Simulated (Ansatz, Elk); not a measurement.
**How far do independent atoms describe ScVB2?**

Structure refinements treat a crystal as free atoms side by side. For a made-up structure of ScVB2 (cell and positions from a PBEsol relaxation) the runs below show what the calculated density changes in F(hkl).

Method: DFT, PBE, all-electron APW+lo, Dirac cores, scalar-relativistic bands, static density, no spin, in Elk 11.2.3 (patched build).

The structure was built from a prototype and need not be the compound's stable phase.

### Step 1. Starting point

Symmetry: R-3m, No. 166, trigonal system. Conventional cell: a = 3.212 Å, b = 3.212 Å, c = 15.727 Å, α = 90.00°, β = 90.00°, γ = 120.00°. Nearest to V lie 6 B at 2.14 Å. Nearest to Sc lie 6 B at 2.42 Å. Nearest to B lie 3 V at 2.14 Å and 3 Sc at 2.42 Å. Farther neighbours are not listed.

### Step 2. Ground state and structure factors

An all-electron density is needed, since X-rays see the cores too. Task 0 finds the density and task 195 Fourier-transforms it; tshift is off so that phases refer to the origin typed.

elk.in

```
tasks
  0
  195

xctype
  20

spinpol
  .false.

rgkmax
  7.0

gmaxvr
  14.0

lmaxo
  7

lmaxapw
  8

swidth
  0.002

tshift
  .false.

ramdisk
  .false.

hmaxvr
  5.5

maxscl
  120

epspot
  1e-06

sppath
  './'

avec
  3.03465694593 1.75206000497 9.90629801007
  -3.03465694593 1.75206000497 9.90629801007
  0.00000000000 -3.50412000892 9.90629801025

atoms
  3
  'V.in'
  1
  0.0000000000 0.0000000000 0.0000000000   0.000000 0.000000 0.000000
  'Sc.in'
  1
  0.5000000000 0.5000000000 0.5000000000   0.000000 0.000000 0.000000
  'B.in'
  2
  0.2655118606 0.2655118606 0.2655118606   0.000000 0.000000 0.000000
  0.7344881394 0.7344881394 0.7344881394   0.000000 0.000000 0.000000

ngridk
  8 8 8
```

The run is started by

```console
$ OMP_NUM_THREADS=4 elk
```

Numbers of over 12 decimals in the logs are rounded to 6 here.

What it wrote:

```text
┌─────────────────────────┐
│ Elk code version 11.2.3 │
└─────────────────────────┘

All units are atomic (Hartree, Bohr, etc.)

┌─────────────────────────────────────────────────┐
│ Ground-state run starting from atomic densities │
└─────────────────────────────────────────────────┘

Lattice vectors :
   3.034656946       1.752060005       9.906298010
  -3.034656946       1.752060005       9.906298010
   0.000000000      -3.504120009       9.906298010

Reciprocal lattice vectors :
   1.035238154      0.5976950267      0.2114205630
  -1.035238154      0.5976950267      0.2114205630
 -0.1994570648E-16  -1.195390053      0.2114205630

Unit cell volume      :    316.0248385
Brillouin zone volume :   0.7849073339

Muffin-tin inner radius fraction :   0.1000000000E-01

Nuclei treated as point charges

Species : 1 (V)
 parameters loaded from : V.in
 name : vanadium
 nuclear charge    :   -23.00000000
 electronic charge :    23.00000000
 atomic mass :    92860.67382
 muffin-tin radius :    2.281401017
 number of radial points in muffin-tin :    993
 inner part over the whole radius :   0.9914014759E-02
 number on inner part of muffin-tin    :    698
 approximate nuclear radius :   0.6897515165E-04
 number of mesh points to nuclear radius :    328
 atomic positions (lattice), magnetic fields (Cartesian) :
  1 :   0.00000000  0.00000000  0.00000000    0.00000000  0.00000000  0.00000000

Species : 2 (Sc)
 parameters loaded from : Sc.in
 name : scandium
 nuclear charge    :   -21.00000000
 electronic charge :    21.00000000
 atomic mass :    81949.61073
 muffin-tin radius :    2.400000000
 number of radial points in muffin-tin :    993
 inner part over the whole radius :   0.9898716403E-02
 number on inner part of muffin-tin    :    698
 approximate nuclear radius :   0.6711386133E-04
 number of mesh points to nuclear radius :    323
 atomic positions (lattice), magnetic fields (Cartesian) :
  1 :   0.50000000  0.50000000  0.50000000    0.00000000  0.00000000  0.00000000

Species : 3 (B)
 parameters loaded from : B.in
 name : boron
 nuclear charge    :   -5.000000000
 electronic charge :    5.000000000
 atomic mass :    19707.24742
 muffin-tin radius :    1.711050763
 number of radial points in muffin-tin :    593
 inner part over the whole radius :   0.9874590320E-02
 number on inner part of muffin-tin    :    404
 approximate nuclear radius :   0.4534157419E-04
 number of mesh points to nuclear radius :    162
 atomic positions (lattice), magnetic fields (Cartesian) :
  1 :   0.26551186  0.26551186  0.26551186    0.00000000  0.00000000  0.00000000
  2 :  -0.26551186 -0.26551186 -0.26551186    0.00000000  0.00000000  0.00000000

Total number of atoms per unit cell :    4
Total muffin-tin volume :    149.6113679
 ratio of muffin-tin to unit cell volume :   0.4734164840

Spin treatment :
 spin-unpolarised

Number of Bravais lattice symmetries :   12
Number of crystal symmetries         :   12
Crystal has inversion symmetry
Real symmetric eigensolver will be used

k-point grid :      8     8     8
k-point offset :    0.000000000       0.000000000       0.000000000
k-point set is reduced with full crystal symmetry group
Total number of k-points :       65

Muffin-tin radius times maximum |G+k| :    7.000000000
 using average radius
Maximum |G+k| for APW functions       :    3.455296010
Maximum (1/2)|G+k|²                   :    5.969535257
Maximum |G| for potential and density :    14.00000000
Constant for pseudocharge density :    8
 order of it for each species :   15  15  15
 order of it for pair densities of each species (exact exchange by exxq0 0: 16) :   12  14   5
Radial integration step length :    1

G-vector grid sizes :     48    48    48
Number of G-vectors :    14727

Maximum angular momentum used for
 APW functions            :    8
 outer part of muffin-tin :    7
 inner part of muffin-tin :    2

Total nuclear charge    :   -54.00000000
Total core charge       :    24.00000000
Total valence charge    :    30.00000000
[...]
correlation                 :     -2.261378
 electron entropic           :    -0.76094446954549E-03
 total energy                :     -1764.0652373000

Density of states at Fermi energy :    59.92042362
 (states/Hartree/unit cell)

Estimated indirect band gap :   0.6897126512E-03
 from k-point 7 to k-point 35
Estimated direct band gap   :   0.5335783449E-02
 at k-point 18

Charges :
 core                        :    24.00000000
 valence                     :    30.00000000
 interstitial                :    5.933113912
 muffin-tins (core leakage)
  species : 1 (V)
   atom 1                    :    20.84850632     ( -0.2189459174E-06)
  species : 2 (Sc)
   atom 1                    :    18.98528957     ( -0.2162160904E-06)
  species : 3 (B)
[...]
total in muffin-tins        :    48.06688609
 total calculated charge     :    53.99875071
 total charge                :    54.00000000
 error                       :   0.1249293470E-02

RMS change in Kohn-Sham potential (target) :    2.959988599     (  0.1000000000E-05)
Absolute change in total energy (target)   :   0.2988998821     (  0.1000000000E-03)

[... loops 3 to 17 left out ...]

┌──────────────────┐
│ Loop number : 18 │
└──────────────────┘

Energies :
 Fermi                       :     0.296282
 sum of occupied eigenvalues :     -1021.4075203631
 electron kinetic            :      1779.7140620029
 core electron kinetic       :      1634.0990089579
 Coulomb                     :     -3450.2935560342
 Coulomb potential           :     -2681.1118732266
 nuclear-nuclear             :     -298.42431731357
 electron-nuclear            :     -3631.5388231479
 Hartree                     :      479.66958442724
 Madelung                    :     -2109.7376194209
 xc potential                :     -120.00970913943
 exchange                    :     -90.413125892895
 correlation                 :     -2.277109
 electron entropic           :    -0.72162681961738E-03
 total energy                :     -1763.2704508541

Density of states at Fermi energy :    54.72843592
 (states/Hartree/unit cell)

Estimated indirect band gap :   0.9728761823E-03
 from k-point 45 to k-point 35
Estimated direct band gap   :   0.1891212652E-01
 at k-point 63

Charges :
 core                        :    24.00000000
 valence                     :    30.00000000
 interstitial                :    5.703764492
 muffin-tins (core leakage)
  species : 1 (V)
[...]
species : 2 (Sc)
[...]
species : 3 (B)
[...]
total in muffin-tins        :    48.29623551
 total calculated charge     :    53.99904222
 total charge                :    54.00000000
 error                       :   0.9577834551E-03

RMS change in Kohn-Sham potential (target) :   0.7108409101E-06 (  0.1000000000E-05)
Absolute change in total energy (target)   :   0.6085064797E-05 (  0.1000000000E-03)

Convergence targets achieved

┌──────────────────┐
│ Loop number : 19 │
└──────────────────┘

Energies :
 Fermi                       :     0.296282
 sum of occupied eigenvalues :     -1021.4075236977
 electron kinetic            :      1779.7140637790
 core electron kinetic       :      1634.0990094337
 Coulomb                     :     -3450.2935592971
 Coulomb potential           :     -2681.1118733195
 nuclear-nuclear             :     -298.42431731357
 electron-nuclear            :     -3631.5388296238
 Hartree                     :      479.66958764022
 Madelung                    :     -2109.7376226374
 xc potential                :     -120.00971415724
 exchange                    :     -90.413126082682
 correlation                 :     -2.277109
 electron entropic           :    -0.72162681387571E-03
 total energy                :     -1763.2704525323

Density of states at Fermi energy :    54.72843707
 (states/Hartree/unit cell)

Estimated indirect band gap :   0.9728730251E-03
 from k-point 45 to k-point 35
Estimated direct band gap   :   0.1891213269E-01
 at k-point 63

Charges :
 core                        :    24.00000000
 valence                     :    30.00000000
 interstitial                :    5.703764452
 muffin-tins (core leakage)
  species : 1 (V)
[...]
species : 2 (Sc)
   atom 1                    :    19.29438346     ( -0.2162850148E-06)
  species : 3 (B)
   atom 1                    :    3.739997948     (  0.1275086004E-03)
   atom 2                    :    3.739997948     (  0.1275086004E-03)
 total in muffin-tins        :    48.29623555
 total calculated charge     :    53.99904222
 total charge                :    54.00000000
 error                       :   0.9577834166E-03

┌──────────────────────────────┐
│ Self-consistent loop stopped │
└──────────────────────────────┘

Warning : core states of species 3 leak from the muffin-tin :   0.1275086004E-03

Wrote STATE.OUT
```

Elapsed: 23 s, on 4 threads of Intel Xeon at 2.60GHz (Ice Lake), shared host; peak memory 0.16 GiB.

SFACRHO.OUT:

```text

h k l indices transformed by vhmat matrix:
   1.000000000       0.000000000       0.000000000    
   0.000000000       1.000000000       0.000000000    
   0.000000000       0.000000000       1.000000000    

      h      k      l  multipl.   |H|            Re(F)            Im(F)           |F|

      0      0      0      1   0.0000000       54.000000      0.38713148E-16   54.000000    
      1      1      1      2  0.63426169       4.5968478      0.74009120E-14   4.5968478    
      0      1      0      6   1.2139424       1.3475305      0.87714513E-14   1.3475305    
      1      0      1      6   1.2679716       26.674763     -0.39745639E-14   26.674763    
     -2     -2     -2      2   1.2685234       27.452359      0.12746015E-13   27.452359    
     -2     -1     -1      6   1.4642868       35.574204      0.32618835E-13   35.574204    
      2      2      1      6   1.5957518     -0.64800367      0.98678827E-14  0.64800367    
      2      2      3      6   1.9024173       4.1021971      0.11786638E-13   4.1021971    
     -3     -3     -3      2   1.9027851      -1.6451317     -0.59070242E-13   1.6451317    
      1      0     -1      6   2.0704763       29.577088     -0.40590076E-14   29.577088    
      2      3      3      6   2.0711522       28.491649     -0.54821571E-13   28.491649    
      0      1      2     12   2.1654468       2.5050556      0.41116178E-14   2.5050556    
     -1      1     -1      6   2.4001100      0.98712197     -0.13705393E-14  0.98712197    
      0     -2      0      6   2.4278847       19.874595      0.12608961E-13   19.874595    
     -3     -2     -1     12   2.4281729       20.384719      0.46735389E-13   20.384719    
      3      3      4      6   2.4287492       21.324841     -0.52354600E-13   21.324841    
      2      0      2      6   2.5359432       25.577899     -0.52080492E-14   25.577899    
     -4     -4     -4      2   2.5370468       23.736970      0.15898255E-13   23.736970
```

Elk indexes on the primitive cell of elk.in and gives |H| = 4π sin θ/λ in inverse bohr. Below, one row stands for each form hkl of the conventional cell (m members, Friedel mates merged), F is for one primitive cell and the density is static (no thermal factor). Free-atom factors are Waasmaier and Kirfel's, and R is Σm||F|−|F'||/Σm|F|.

```tsv
hkl	m	sin θ/λ (Å⁻¹)	abs F, DFT	neutral atoms	diff.
003	2	0.095	4.597	4.503	+0.094
101	6	0.183	1.347	1.358	-0.011
012	6	0.191	26.675	27.218	-0.543
006	2	0.191	27.452	28.039	-0.586
104	6	0.220	35.574	35.557	+0.017
015	6	0.240	0.648	0.429	+0.219
107	6	0.286	4.102	4.215	-0.113
009	2	0.286	1.645	1.511	+0.134
110	6	0.311	29.577	29.717	-0.140
018	6	0.311	28.492	28.596	-0.105
113	12	0.326	2.505	2.610	-0.104
021	6	0.361	0.987	1.084	-0.097
202	6	0.365	19.875	19.810	+0.064
116	12	0.365	20.385	20.326	+0.059
1 0 10	6	0.365	21.325	21.279	+0.046
024	6	0.381	25.578	25.719	-0.141
0 0 12	2	0.382	23.737	23.875	-0.138
205	6	0.393	0.151	0.255	-0.105
0 1 11	6	0.393	4.230	4.304	-0.074
027	6	0.423	3.209	3.301	-0.092
119	12	0.423	1.277	1.286	-0.009
208	6	0.440	22.752	22.514	+0.237
```

### Step 3. The highest occupied states alone

An energy window below the Fermi level keeps the highest occupied states, to see at which angles they scatter; shallow core shells can lie inside it and anion s states outside. No new self-consistency is needed.

elk.in: that of step 2 with these lines changed.

```diff
@@ -1,3 +1,2 @@
 tasks
-  0
   195
@@ -40,2 +39,5 @@
 
+wsfac
+  -0.254960 0.596280
+
 sppath
```

The run is started by

```console
$ OMP_NUM_THREADS=4 elk
```

What it wrote:

```text
┌─────────────────────────────────┐
│ Elk code version 11.2.3 started │
└─────────────────────────────────┘

Info(readinput): the functional depends on the density's gradient
 muffin-tin radial points multiplied by    2.00000
 (not where nrmtscf is given)

┌────────────────────┐
│ Current task : 195 │
└────────────────────┘
Info(checkmt): changed muffin-tin radius of species 1 (V) from   2.4000 to   2.2814
Info(checkmt): changed muffin-tin radius of species 3 (B) from   1.8000 to   1.7111

Info(sfacrho): density structure factors written to SFACRHO.OUT

 Energy window :  -0.2549600000      0.5962800000

┌──────────────────┐
│ Elk code stopped │
└──────────────────┘
```

Elapsed: 3.9 s, on 4 threads; peak memory 0.17 GiB.

States within 15 eV below the Fermi level hold 14.00 electrons; any levels below the window count with the cores. Their amplitudes can exceed the total, where window and core parts have opposite phase:

```tsv
hkl	sin θ/λ (Å⁻¹)	abs F, window	abs F, all
003	0.095	3.244	4.597
101	0.183	1.137	1.347
012	0.191	0.151	26.675
006	0.191	0.060	27.452
104	0.220	2.857	35.574
015	0.240	0.306	0.648
107	0.286	0.866	4.102
009	0.286	0.246	1.645
110	0.311	1.125	29.577
018	0.311	1.084	28.492
```

(Continued in part 2 of 2.)

[Logs are printed without paths, hosts, clocks, repeated set-up lines and the standing remarks that a program may print on its own settings, such as how far it seeks lower states.]

[Hosts, paths, dates, database ids (printed as entryN), source tags and the programs' standing remarks are cut or masked in the printed files.]
